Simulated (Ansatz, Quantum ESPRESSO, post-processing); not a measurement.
# The basal face of Zn: relaxation and work function, part 2 of 2

Aim: the work function of the relaxed basal face of Zn, and how far the functional matters.

Quantum ESPRESSO 7.5; plane-wave DFT, PBE, GBRV ultrasoft pseudopotentials; geometry and cross-check by Ansatz 0.2.0 with PAW datasets.

So far. Step 2 (Relaxation with Ansatz of (0001)): The relaxation lowers the energy by 1 meV an atom. Held were the atoms numbered 3 and 4; the forces quoted are those on the free ones.

**3. SCF with pw.x of (0001), PBE**

Both faces of the slab are alike, so a plain periodic cell serves and symmetry is kept.

Level of this step: plane-wave DFT, PBE, GBRV ultrasoft pseudopotentials (Quantum ESPRESSO 7.5).

The input, 0001.pbe.in:

```
&control
  prefix = '0001.pbe'
  outdir = './out'
  pseudo_dir = './pseudo'
  calculation = 'scf'
  tprnfor = .true.
/
&system
  ibrav = 0
  nat = 6
  ntyp = 1
  ecutwfc = 40
  ecutrho = 200
  occupations = 'smearing'
  smearing = 'mv'
  degauss = 0.02
/
&electrons
  conv_thr = 1e-07
  mixing_beta = 0.4
  electron_maxstep = 120
  mixing_mode = 'local-TF'
/
ATOMIC_SPECIES
  Zn  65.3800  zn_pbe_v1.uspp.F.UPF
CELL_PARAMETERS angstrom
  2.66000000001928 0.00000000000000 0.00000000000000
  1.33000000000964 2.30362757408330 0.00000000000000
  0.00000000000000 0.00000000000000 28.34240000000000
ATOMIC_POSITIONS crystal
  Zn  0.666666666667 0.666666666667 0.278005364190
  Zn  -0.000000000000 0.000000000000 0.367078525345
  Zn  0.666666666667 0.666666666667 0.456452523400
  Zn  0.000000000000 0.000000000000 0.543547476600
  Zn  0.666666666667 0.666666666667 0.632921475904
  Zn  0.000000000000 0.000000000000 0.721994639621
K_POINTS automatic
  12 12 1 0 0 0
```

The run is started by

```
OMP_NUM_THREADS=1 mpirun -n 4 pw.x -nk 4 -in 0001.pbe.in > 0001.pbe.out
```

What it wrote:

```text
Program PWSCF v.7.5 starts
[citation notice left out]

     Parallel version (MPI & OpenMP), running on       4 processor cores
     Number of MPI processes:                 4
     Threads/MPI process:                     1

     MPI processes distributed on     1 nodes
[...]
Current dimensions of program PWSCF are:
     Max number of different atomic species (ntypx) = 10
     Max number of k-points (npk) =  40000
     Max angular momentum in pseudopotentials (lmaxx) =  4
     Message from routine setup:
     using ibrav=0 with symmetry is DISCOURAGED, use correct ibrav instead

     K-points division:     npool     =       4
     Subspace diagonalization in iterative solution of the eigenvalue problem:
     a serial algorithm will be used

     G-vector sticks info
     --------------------
     sticks:   dense  smooth     PW     G-vecs:    dense   smooth      PW
     Sum         349     283     91                56077    39989    7595

     Using Slab Decomposition

     bravais-lattice index     =            0
     lattice parameter (alat)  =       5.0267  a.u.
     unit-cell volume          =    1171.9987 (a.u.)^3
     number of atoms/cell      =            6
     number of atomic types    =            1
     number of electrons       =       120.00
     number of Kohn-Sham states=           72
     kinetic-energy cutoff     =      40.0000  Ry
     charge density cutoff     =     200.0000  Ry
     scf convergence threshold =      1.0E-07
     mixing beta               =       0.4000
     number of iterations used =            8  local-TF  mixing
     Exchange-correlation= SLA  PW   PBE  PBE
                           (   1   4   3   4   0   0   0)

     celldm(1)=   5.026671  celldm(2)=   0.000000  celldm(3)=   0.000000
     celldm(4)=   0.000000  celldm(5)=   0.000000  celldm(6)=   0.000000

     crystal axes: (cart. coord. in units of alat)
               a(1) = (   1.000000   0.000000   0.000000 )
               a(2) = (   0.500000   0.866025   0.000000 )
               a(3) = (   0.000000   0.000000  10.655038 )

     reciprocal axes: (cart. coord. in units 2 pi/alat)
               b(1) = (  1.000000 -0.577350  0.000000 )
               b(2) = (  0.000000  1.154701  0.000000 )
               b(3) = (  0.000000  0.000000  0.093852 )

     PseudoPot. # 1 for Zn read from file:
     ./pseudo/zn_pbe_v1.uspp.F.UPF
     Pseudo is Ultrasoft, Zval = 20.0
     Generated by new atomic code, or converted to UPF format
     Using radial grid of  943 points,  6 beta functions with:
                l(1) =   0
                l(2) =   0
                l(3) =   1
                l(4) =   1
                l(5) =   2
                l(6) =   2
     Q(r) pseudized with  8 coefficients,  rinner =    1.100   1.100   1.100
                                                       1.100   1.100

     atomic species   valence    mass     pseudopotential
     Zn               20.00    65.38000     Zn( 1.00)

     12 Sym. Ops., with inversion, found ( 6 have fractional translation)

   Cartesian axes

     site n.     atom                  positions (alat units)
         1        Zn     tau(   1) = (   1.0000000   0.5773503   2.9621576  )
         2        Zn     tau(   2) = (   0.0000000   0.0000000   3.9112355  )
         3        Zn     tau(   3) = (   1.0000000   0.5773503   4.8635188  )
         4        Zn     tau(   4) = (   0.0000000   0.0000000   5.7915188  )
         5        Zn     tau(   5) = (   1.0000000   0.5773503   6.7438021  )
         6        Zn     tau(   6) = (   0.0000000   0.0000000   7.6928800  )

     number of k points=    19  Marzari-Vanderbilt smearing, width (Ry)=  0.0200
                       cart. coord. in units 2pi/alat
        k(    1) = (   0.0000000   0.0000000   0.0000000), wk =   0.0138889
        k(    2) = (   0.0000000   0.0962250   0.0000000), wk =   0.0833333
        k(    3) = (   0.0000000   0.1924501   0.0000000), wk =   0.0833333
        k(    4) = (   0.0000000   0.2886751   0.0000000), wk =   0.0833333
        k(    5) = (   0.0000000   0.3849002   0.0000000), wk =   0.0833333
        k(    6) = (   0.0000000   0.4811252   0.0000000), wk =   0.0833333
        k(    7) = (   0.0000000  -0.5773503   0.0000000), wk =   0.0416667
        k(    8) = (   0.0833333   0.1443376   0.0000000), wk =   0.0833333
        k(    9) = (   0.0833333   0.2405626   0.0000000), wk =   0.1666667
        k(   10) = (   0.0833333   0.3367877   0.0000000), wk =   0.1666667
[...]
k(   19) = (   0.3333333  -0.5773503   0.0000000), wk =   0.0277778

     Dense  grid:    56077 G-vectors     FFT dimensions: (  24,  24, 243)

     Smooth grid:    39989 G-vectors     FFT dimensions: (  24,  24, 216)

     Estimated max dynamical RAM per process >     118.86 MB

     Estimated total dynamical RAM >     434.36 MB

     Initial potential from superposition of free atoms

     starting charge     119.9992, renormalised to     120.0000

     negative rho (up, down):  7.609E-04 0.000E+00
     Starting wfcs are   78 randomized atomic wfcs

     total cpu time spent up to now is        1.4 secs

     per-process dynamical memory:    72.0 Mb

     Self-consistent Calculation

     iteration #  1     ecut=    40.00 Ry     beta= 0.40
     Davidson diagonalization with overlap
     ethr =  1.00E-02,  avg # of iterations =  4.9

     Threshold (ethr) on eigenvalues was too large:
     Diagonalizing with lowered threshold

     Davidson diagonalization with overlap
     ethr =  1.52E-04,  avg # of iterations =  4.1

     negative rho (up, down):  6.613E-04 0.000E+00

     total cpu time spent up to now is        8.5 secs

     total energy              =   -2769.30231426 Ry
     estimated scf accuracy    <       0.18428834 Ry

     iteration #  2     ecut=    40.00 Ry     beta= 0.40
[...]
negative rho (up, down):  5.877E-04 0.000E+00

[...]
total energy              =   -2769.29597826 Ry
     estimated scf accuracy    <       0.05107197 Ry

     iteration #  3     ecut=    40.00 Ry     beta= 0.40
[...]
negative rho (up, down):  5.517E-04 0.000E+00

[...]
total energy              =   -2769.29977194 Ry
     estimated scf accuracy    <       0.00691119 Ry

     iteration #  4     ecut=    40.00 Ry     beta= 0.40
[...]
negative rho (up, down):  5.294E-04 0.000E+00

[...]
total energy              =   -2769.30001230 Ry
     estimated scf accuracy    <       0.00015414 Ry

     iteration #  5     ecut=    40.00 Ry     beta= 0.40
[...]
negative rho (up, down):  5.416E-04 0.000E+00

[...]
total energy              =   -2769.30002850 Ry
     estimated scf accuracy    <       0.00004294 Ry

     iteration #  6     ecut=    40.00 Ry     beta= 0.40
[...]
negative rho (up, down):  5.582E-04 0.000E+00

[...]
total energy              =   -2769.30002921 Ry
     estimated scf accuracy    <       0.00000338 Ry

     iteration #  7     ecut=    40.00 Ry     beta= 0.40
[...]
negative rho (up, down):  5.885E-04 0.000E+00

[...]
total energy              =   -2769.30002955 Ry
     estimated scf accuracy    <       0.00000089 Ry

     iteration #  8     ecut=    40.00 Ry     beta= 0.40
[...]
negative rho (up, down):  6.193E-04 0.000E+00

[...]
End of self-consistent calculation

          k = 0.0000 0.0000 0.0000 (  4931 PWs)   bands (ev):

  -121.4991-121.4986-121.4373-121.4373-121.2108-121.2108 -75.6524 -75.6461
   -75.6353 -75.6353 -75.6345 -75.6345 -75.5874 -75.5874 -75.5730 -75.5730
   -75.5730 -75.5730 -75.3738 -75.3738 -75.3409 -75.3409 -75.3409 -75.3409
    -5.0759  -4.5813  -4.0469  -3.5956  -3.3649  -3.3600  -2.7548  -2.6339
    -2.5513  -2.5513  -2.5294  -2.5294  -2.4726  -2.4726  -2.4698  -2.4698
    -2.4289  -2.2354  -2.2354  -2.2351  -2.2351  -2.1235  -2.1235  -2.0394
    -2.0394  -1.9801  -1.9801  -1.9596  -1.9596  -1.8545  -1.7599  -1.7599
    -1.7599  -1.7599  -0.7794   0.8076   2.3335   4.4352   6.4674   8.2505
     8.6465   9.6738   9.7398  11.6196  11.7696  13.9800  14.4482  16.6945

          k = 0.0000 0.0962 0.0000 (  4939 PWs)   bands (ev):

  -121.4989-121.4984-121.4371-121.4371-121.2106-121.2106 -75.6521 -75.6460
   -75.6372 -75.6365 -75.6358 -75.6350 -75.5872 -75.5872 -75.5749 -75.5749
   -75.5735 -75.5735 -75.3736 -75.3736 -75.3428 -75.3428 -75.3414 -75.3414
    -4.8704  -4.3806  -3.8629  -3.4679  -3.2549  -3.2482  -2.7368  -2.6253
    -2.5780  -2.5562  -2.5039  -2.4978  -2.4938  -2.4834  -2.4519  -2.4260
    -2.4233  -2.2657  -2.2607  -2.1918  -2.1903  -2.1821  -2.1497  -2.1369
    -2.0765  -2.0483  -2.0114  -1.9862  -1.9612  -1.8266  -1.8005  -1.7661
    -1.7661  -1.5877  -0.5776   0.9596   2.6080   4.6468   6.6661   8.4415
     8.8440   9.8705   9.9356  11.8177  11.9622  14.1810  14.6362  16.9022

          k = 0.0000 0.1925 0.0000 (  4949 PWs)   bands (ev):

  -121.4984-121.4980-121.4367-121.4367-121.2101-121.2101 -75.6513 -75.6459
   -75.6423 -75.6417 -75.6372 -75.6364 -75.5866 -75.5866 -75.5801 -75.5801
   -75.5749 -75.5749 -75.3731 -75.3731 -75.3481 -75.3481 -75.3428 -75.3428
    -4.2793  -3.8189  -3.3881  -3.1907  -2.9880  -2.9812  -2.7090  -2.6481
    -2.6148  -2.5940  -2.5360  -2.5180  -2.4918  -2.3979  -2.3735  -2.3707
    -2.3576  -2.2983  -2.2946  -2.2843  -2.2757  -2.1790  -2.1622  -2.1000
    -2.0689  -2.0392  -2.0108  -1.9927  -1.9645  -1.9238  -1.7831  -1.7830
    -1.7828  -1.1505  -0.0531   1.4162   3.3811   5.2772   7.2581   9.0127
     9.4358  10.4570  10.5206  12.4063  12.5318  14.7651  15.1694  15.8329

          k = 0.0000 0.2887 0.0000 (  4979 PWs)   bands (ev):

  -121.4977-121.4973-121.4360-121.4360-121.2094-121.2094 -75.6507 -75.6498
   -75.6483 -75.6451 -75.6391 -75.6382 -75.5873 -75.5873 -75.5859 -75.5859
   -75.5767 -75.5767 -75.3723 -75.3723 -75.3552 -75.3552 -75.3447 -75.3446
    -3.5004  -3.2209  -3.0615  -3.0518  -2.8332  -2.8158  -2.7351  -2.7083
    -2.6307  -2.5799  -2.5226  -2.5162  -2.4354  -2.3622  -2.3102  -2.2548
    -2.2278  -2.2063  -2.1718  -2.1563  -2.1322  -2.1212  -2.1072  -2.0990
    -2.0689  -2.0364  -1.9830  -1.8611  -1.8609  -1.8542  -1.8053  -1.8049
    -1.3305  -0.3728   0.8063   2.2158   4.5615   6.3069   8.2261   9.9497
    10.4172  11.4090  11.4729  12.1280  12.6198  13.1754  13.4234  13.6852

          k = 0.0000 0.3849 0.0000 (  4995 PWs)   bands (ev):

  -121.4970-121.4967-121.4353-121.4353-121.2088-121.2088 -75.6569 -75.6562
   -75.6486 -75.6450 -75.6410 -75.6400 -75.5944 -75.5944 -75.5852 -75.5851
   -75.5786 -75.5786 -75.3716 -75.3716 -75.3623 -75.3623 -75.3465 -75.3465
    -3.2182  -3.1513  -3.1007  -3.0809  -2.8812  -2.8735  -2.8198  -2.7766
    -2.7336  -2.6414  -2.5036  -2.4014  -2.3312  -2.2949  -2.2301  -2.1846
    -2.1202  -2.0983  -2.0858  -2.0184  -1.9771  -1.9734  -1.9712  -1.9599
    -1.9136  -1.9075  -1.8262  -1.8258  -1.6725  -1.6725  -1.2200  -0.7681
    -0.1085   0.9134   2.0889   3.4199   6.0754   7.6741   8.7970   9.2370
     9.4631  10.0241  10.7099  11.5603  11.7961  12.2128  12.8184  12.8685

          k = 0.0000 0.4811 0.0000 (  5022 PWs)   bands (ev):

  -121.4964-121.4963-121.4348-121.4348-121.2083-121.2083 -75.6621 -75.6614
   -75.6475 -75.6450 -75.6424 -75.6414 -75.5996 -75.5996 -75.5846 -75.5846
   -75.5800 -75.5800 -75.3710 -75.3710 -75.3675 -75.3675 -75.3479 -75.3479
    -3.2490  -3.2199  -3.1721  -3.1439  -2.9778  -2.9446  -2.8826  -2.8410
    -2.8079  -2.7039  -2.5052  -2.4416  -2.3289  -2.3029  -2.2084  -2.1233
    -2.1126  -2.0239  -2.0228  -1.9795  -1.8578  -1.8539  -1.8496  -1.8495
    -1.8301  -1.8200  -1.7616  -1.7613  -1.5284  -1.5284   0.5588   1.0320
     1.6708   2.6354   3.7096   4.6997   6.1719   6.4084   6.9809   7.7919
     7.8527   9.0247   9.3535  10.5825  11.4825  12.7695  13.2333  13.5613

[...]
the Fermi energy is     5.2679 ev

!    total energy              =   -2769.30002971 Ry
     estimated scf accuracy    <       0.00000004 Ry
     smearing contrib. (-TS)   =      -0.00145714 Ry
     internal energy E=F+TS    =   -2769.29857257 Ry

     The total energy is F=E-TS. E is the sum of the following terms:
     one-electron contribution =  -18774.24293875 Ry
     hartree contribution      =    9394.42259888 Ry
     xc contribution           =    -252.98350001 Ry
     ewald contribution        =    6863.50526731 Ry

     convergence has been achieved in   8 iterations

     Forces acting on atoms (cartesian axes, Ry/au):

     atom    1 type  1   force =     0.00000000    0.00000000   -0.00059147
     atom    2 type  1   force =     0.00000000   -0.00000000   -0.00019839
     atom    3 type  1   force =     0.00000000    0.00000000   -0.00267054
     atom    4 type  1   force =     0.00000000    0.00000000    0.00267054
     atom    5 type  1   force =    -0.00000000    0.00000000    0.00019839
     atom    6 type  1   force =     0.00000000    0.00000000    0.00059147

     Total force =     0.003878     Total SCF correction =     0.001399
     SCF correction compared to forces is large: reduce conv_thr to get better values

[...]
=------------------------------------------------------------------------------=
   JOB DONE.
=------------------------------------------------------------------------------=
```

It took 33 s on 4 MPI ranks of Arm Neoverse V2, shared host; peak memory 0.56 GiB; 2.2 min of CPU time.

Read from the output:

| Item | Value |
| --- | --- |
| free energy | -37678.2464 eV |
| Fermi energy | 5.268 eV |

**4. Potential by pp.x of (0001)**

plot_num = 11 writes the bare and Hartree potential. It leaves out exchange and correlation, which fade slowly, so it flattens close to the surface.

The input, 0001.pbe.pot.in:

```
&inputpp
  prefix = '0001.pbe'
  outdir = './out'
  filplot = '0001.pbe.pot.dat'
  plot_num = 11
/
```

The run is started by

```
OMP_NUM_THREADS=1 mpirun -n 4 pp.x -in 0001.pbe.pot.in > 0001.pbe.pot.out
```

What it wrote:

```text
[banner, memory and clock lines left out]
Program POST-PROC v.7.5 starts

          URL

     ./out/0001.pbe.save/

     IMPORTANT: XC functional enforced from input :
     Exchange-correlation= PBE
                           (   1   4   3   4   0   0   0)
     Any further DFT definition will be discarded
     Please, verify this is what you really want

     negative rho (up, down):  6.193E-04 0.000E+00

     Calling punch_plot, plot_num =  11
     Writing data to file  0001.pbe.pot.dat
     Message from routine chdens:
     namelist plot not found or invalid, exiting
```

It took 0.81 s on 4 MPI ranks; peak memory 0.09 GiB; 2.8 s of CPU time.

This step gave:

| Item | Value |
| --- | --- |
| work function of the upper face | 4.022 eV |
| slope of the potential above | 3.38e-4 eV/Å |
| upper vacuum line continued to the top atoms, over the Fermi level | 4.020 eV |
| work function of the lower face | 4.022 eV |
| slope of the potential below | -2.46e-4 eV/Å |
| lower vacuum line continued to the bottom atoms, over the Fermi level | 4.020 eV |

The potential energy, planar mean oscillates, so the rows of the table below give means over windows of 2.57 Å about each position, cut where the curve ends. Its maxima inside the range that stand out by 2 % of the span (Å: eV): 9.1: 0.756, 11.7: 0.755, 14.2: 0.422, 16.7: 0.755, 19.2: 0.756. Its minima: 7.9: -15.1, 10.4: -15.4, 12.9: -15.5, 15.4: -15.5, 18.0: -15.4, 20.4: -15.1.

Electrostatic potential energy of an electron; zero at the Fermi level. The potential energy, planar mean by z; means over each step:

```csv
z (Å),"potential energy, planar mean (eV)"
1.28,4.02
3.85,4.01
6.42,0.0747
8.99,-6.57
11.56,-6.64
14.13,-7.12
16.70,-6.64
19.27,-6.58
21.84,-0.449
24.41,4.01
26.98,4.02
```

**5. SCF with pw.x of (0001), LDA**

The same atoms under a second functional.

Level of this step: plane-wave DFT, LDA, GBRV ultrasoft pseudopotentials (Quantum ESPRESSO 7.5).

0001.lda.in is the input of step 3 with these lines changed:

```diff
@@ -1,3 +1,3 @@
 &control
-  prefix = '0001.pbe'
+  prefix = '0001.lda'
   outdir = './out'
@@ -24,3 +24,3 @@
 ATOMIC_SPECIES
-  Zn  65.3800  zn_pbe_v1.uspp.F.UPF
+  Zn  65.3800  zn_lda_v1.uspp.F.UPF
 CELL_PARAMETERS angstrom
```

The run is started by

```
OMP_NUM_THREADS=1 mpirun -n 4 pw.x -nk 4 -in 0001.lda.in > 0001.lda.out
```

What it wrote:

```text
[banner, memory and clock lines left out]
Program PWSCF v.7.5 starts
[...]
Message from routine setup:
[...]
number of electrons       =       120.00
     number of Kohn-Sham states=           72
     kinetic-energy cutoff     =      40.0000  Ry
     charge density cutoff     =     200.0000  Ry
[...]
number of k points=    19  Marzari-Vanderbilt smearing, width (Ry)=  0.0200
[...]
Dense  grid:    56077 G-vectors     FFT dimensions: (  24,  24, 243)
[...]
negative rho (up, down):  7.910E-04 0.000E+00
     Starting wfcs are   78 randomized atomic wfcs
[...]
negative rho (up, down):  7.547E-04 0.000E+00
[...]
estimated scf accuracy    <       0.20022538 Ry
[...]
negative rho (up, down):  7.631E-04 0.000E+00
[...]
estimated scf accuracy    <       0.05225071 Ry
[...]
negative rho (up, down):  8.093E-04 0.000E+00
[...]
estimated scf accuracy    <       0.00669526 Ry
[...]
negative rho (up, down):  8.195E-04 0.000E+00
[...]
estimated scf accuracy    <       0.00018943 Ry
[...]
negative rho (up, down):  8.225E-04 0.000E+00
[...]
estimated scf accuracy    <       0.00007227 Ry
[...]
negative rho (up, down):  8.079E-04 0.000E+00
[...]
estimated scf accuracy    <       0.00001110 Ry
[...]
negative rho (up, down):  7.726E-04 0.000E+00
[...]
estimated scf accuracy    <       0.00000687 Ry
[...]
negative rho (up, down):  7.340E-04 0.000E+00
[...]
estimated scf accuracy    <       0.00000031 Ry
[...]
negative rho (up, down):  6.720E-04 0.000E+00
[...]
estimated scf accuracy    <       0.00000017 Ry
[...]
negative rho (up, down):  6.554E-04 0.000E+00
[...]
estimated scf accuracy    <       0.00000015 Ry
[...]
negative rho (up, down):  6.512E-04 0.000E+00
[...]
the Fermi energy is     4.9130 ev
!    total energy              =   -2767.38569019 Ry
     estimated scf accuracy    <       0.00000006 Ry
     smearing contrib. (-TS)   =      -0.00147163 Ry
     internal energy E=F+TS    =   -2767.38421856 Ry
[...]
one-electron contribution =  -18774.17618559 Ry
     hartree contribution      =    9392.20434183 Ry
     xc contribution           =    -248.91764210 Ry
     ewald contribution        =    6863.50526731 Ry
     convergence has been achieved in  11 iterations
[...]
Total force =     0.013627     Total SCF correction =     0.000163
[...]
```

Elapsed: 43 s, on 4 MPI ranks; peak memory 0.56 GiB.

Numbers from this step:

```
free energy  : -37652.2005 eV
Fermi energy : 4.913 eV
```

**6. Potential by pp.x of (0001)**

The input, 0001.lda.pot.in:

```
&inputpp
  prefix = '0001.lda'
  outdir = './out'
  filplot = '0001.lda.pot.dat'
  plot_num = 11
/
```

The run is started by

```
OMP_NUM_THREADS=1 mpirun -n 4 pp.x -in 0001.lda.pot.in > 0001.lda.pot.out
```

Elapsed: 0.8 s, on 4 MPI ranks; peak memory 0.1 GiB.

This step gave:

- work function of the upper face: 4.332 eV
- slope of the potential above: 2.48e-4 eV/Å
- upper vacuum line continued to the top atoms, over the Fermi level: 4.331 eV
- work function of the lower face: 4.332 eV
- slope of the potential below: -1.81e-4 eV/Å
- lower vacuum line continued to the bottom atoms, over the Fermi level: 4.331 eV

On (0001) the work function under LDA lies +0.31 eV from PBE's.

**7. The series side by side**

All levels:

```csv
level,work function (eV),"Ansatz, PBE (eV)",CPU time (s)
"(0001), PBE",4.022,4.044,131.4
"(0001), LDA",4.332,-,170.5
```

**8. By hand**

For (0001) under PBE, on the run's own zero: φ = 9.290 − (5.268) = 4.022 eV.

**9. Results**

```json
{"work function of (0001), PBE": "4.02 eV", "work function of (0001), LDA": "4.33 eV"}
```

In words: Under PBE the work function is 4.02 eV on (0001). LDA lies +0.31 eV from PBE on the same atoms. The top two spacings change by +2.3 and +2.6 % on (0001). Ansatz, with Fermi-Dirac smearing and its own datasets, agrees within 0.02 eV under PBE. The slabs are thin and unreconstructed, at the tabulated lattice constant; thickness and mesh leave some 0.05 to 0.1 eV open.

Calculation against experiment:

```
                                                                     quantity  measured      (0001), PBE
work function, loosely compared (polycrystalline sample, no single face) (eV)      4.33  4.02 (-0.31 eV)
```

Measured values from arxiv:1902.07811 (2019).

How well it matches: The work function, set beside that of the polycrystal, is off by -0.31 eV. A polycrystal averages over faces, so this is a loose comparison.

[Logs are printed without paths, hosts, clocks, repeated set-up lines and the standing remarks that a program may print on its own settings, such as how far it seeks lower states.]

[Hosts, paths, dates, database ids (printed as entryN), source tags and the programs' standing remarks are cut or masked in the printed files.]

[Maps of the electrostatic potential energy from Ansatz leave out the sawtooth potential of an applied field or a dipole correction, so their vacuum need not be flat; planar profiles and work functions include it.]
